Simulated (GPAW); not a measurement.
GeF2 (P2_12_12_1), Ge K edge of atom 1, with 1 F at 1.79 Å, 1 F at 1.90 Å and 1 F at 2.09 Å (distorted pyramidal, site symmetry 1). Method: GPAW, LDA, full core hole (charged cell), 12-atom cell with 4.7 Å between holes, 4×4×2 k points, dipole transitions, Gaussian full width 1.96 eV up to 4 eV, rising linearly to 3.5 eV at 25 eV.

```
Ge F
1.0
     4.68200    0.00000    0.00000
     0.00000    5.15800    0.00000
     0.00000    0.00000    8.31200
Ge F
4 8
Direct
  0.76600 0.50830 0.36890
  0.73400 0.49170 0.86890
  0.26600 0.99170 0.63110
  0.23400 0.00830 0.13110
  0.93300 0.74600 0.22100
  0.56700 0.25400 0.72100
  0.43300 0.75400 0.77900
  0.06700 0.24600 0.27900
  0.02900 0.58300 0.51800
  0.47100 0.41700 0.01800
  0.52900 0.91700 0.48200
  0.97100 0.08300 0.98200
```

Energy from the lowest empty level; a common scale on which the isotropic spectrum has a mean of 1 over the first 20 eV.

| E (eV) | curve 1 | curve 2 | curve 3 |
| --- | --- | --- | --- |
| -2.00 | 0.22 | 0.06 | 0.05 |
| -1.25 | 1.49 | 0.58 | 0.34 |
| -0.50 | 4.41 | 2.61 | 1.17 |
| 0.25 | 6.06 | 5.47 | 2.35 |
| 1.00 | 4.12 | 5.44 | 3.57 |
| 1.75 | 1.73 | 2.68 | 3.91 |
| 2.50 | 0.77 | 0.92 | 2.63 |
| 3.25 | 0.61 | 0.57 | 1.45 |
| 4.00 | 0.63 | 0.51 | 1.08 |
| 4.75 | 0.52 | 0.38 | 0.80 |
| 5.50 | 0.37 | 0.26 | 0.51 |
| 6.25 | 0.25 | 0.17 | 0.41 |
| 7.00 | 0.21 | 0.16 | 0.59 |
| 7.75 | 0.33 | 0.31 | 1.00 |
| 8.50 | 0.57 | 0.62 | 1.26 |
| 9.25 | 0.76 | 0.98 | 1.15 |
| 10.00 | 0.81 | 1.26 | 0.85 |
| 10.75 | 0.79 | 1.33 | 0.59 |
| 11.50 | 0.76 | 1.21 | 0.45 |
| 12.25 | 0.73 | 1.03 | 0.44 |
| 13.00 | 0.67 | 0.89 | 0.50 |
| 13.75 | 0.59 | 0.80 | 0.55 |
| 14.50 | 0.51 | 0.72 | 0.56 |
| 15.25 | 0.48 | 0.64 | 0.55 |
| 16.00 | 0.48 | 0.58 | 0.52 |
| 16.75 | 0.51 | 0.55 | 0.51 |
| 17.50 | 0.54 | 0.55 | 0.51 |
| 18.25 | 0.57 | 0.56 | 0.52 |
| 19.00 | 0.59 | 0.58 | 0.55 |
| 19.75 | 0.60 | 0.60 | 0.58 |
| 20.50 | 0.60 | 0.60 | 0.61 |
| 21.25 | 0.60 | 0.59 | 0.62 |
| 22.00 | 0.60 | 0.56 | 0.61 |
| 22.75 | 0.59 | 0.54 | 0.59 |
| 23.50 | 0.59 | 0.52 | 0.58 |
| 24.25 | 0.59 | 0.52 | 0.57 |
| 25.00 | 0.59 | 0.53 | 0.58 |
| 25.75 | 0.59 | 0.55 | 0.60 |
| 26.50 | 0.59 | 0.59 | 0.63 |
| 27.25 | 0.60 | 0.62 | 0.67 |
| 28.00 | 0.61 | 0.63 | 0.71 |
| 28.75 | 0.65 | 0.61 | 0.73 |
| 29.50 | 0.70 | 0.57 | 0.72 |
| 30.25 | 0.75 | 0.53 | 0.70 |
| 31.00 | 0.78 | 0.50 | 0.68 |
| 31.75 | 0.78 | 0.49 | 0.66 |

The curves are for the electric vector along different Cartesian axes of the cell as given, averaged over the symmetry-equivalent atoms. Which is which?

Curve 1: along y, main maxima 0.2 eV (6.10) and 10.0 eV (0.81). Curve 2: along z, main maxima 0.6 eV (6.00) and 10.6 eV (1.34). Curve 3: along x, main maxima 1.6 eV (3.99) and 8.6 eV (1.27). A K edge sees empty p states on the absorber. Each direction probes the empty orbitals that point along it. The script folds with a Gaussian, whereas the core hole's own line is a Lorentzian, so the onset is too steep and the first peak too high. The holes are only 4.7 Å apart, so the shape is probably not converged with cell size; no larger cell was run here.

[Banner, clock and machine lines of the logs are left out without a mark of their own.]

[Logs are printed without paths, hosts, clocks, repeated set-up lines and the standing remarks that a program may print on its own settings, such as how far it seeks lower states.]

[Hosts, paths, dates, database ids (printed as entryN), source tags and the programs' standing remarks are cut or masked in the printed files.]

[Lists of maxima count a maximum above −3 eV only where it reaches 4 % of the highest in the window and stands out from its surroundings by 2 % of it (1.5 % where it reaches 55 %); shoulders and weaker maxima are passed over, and of the rest the first, up to two pre-edge ones and the few strongest are named.]
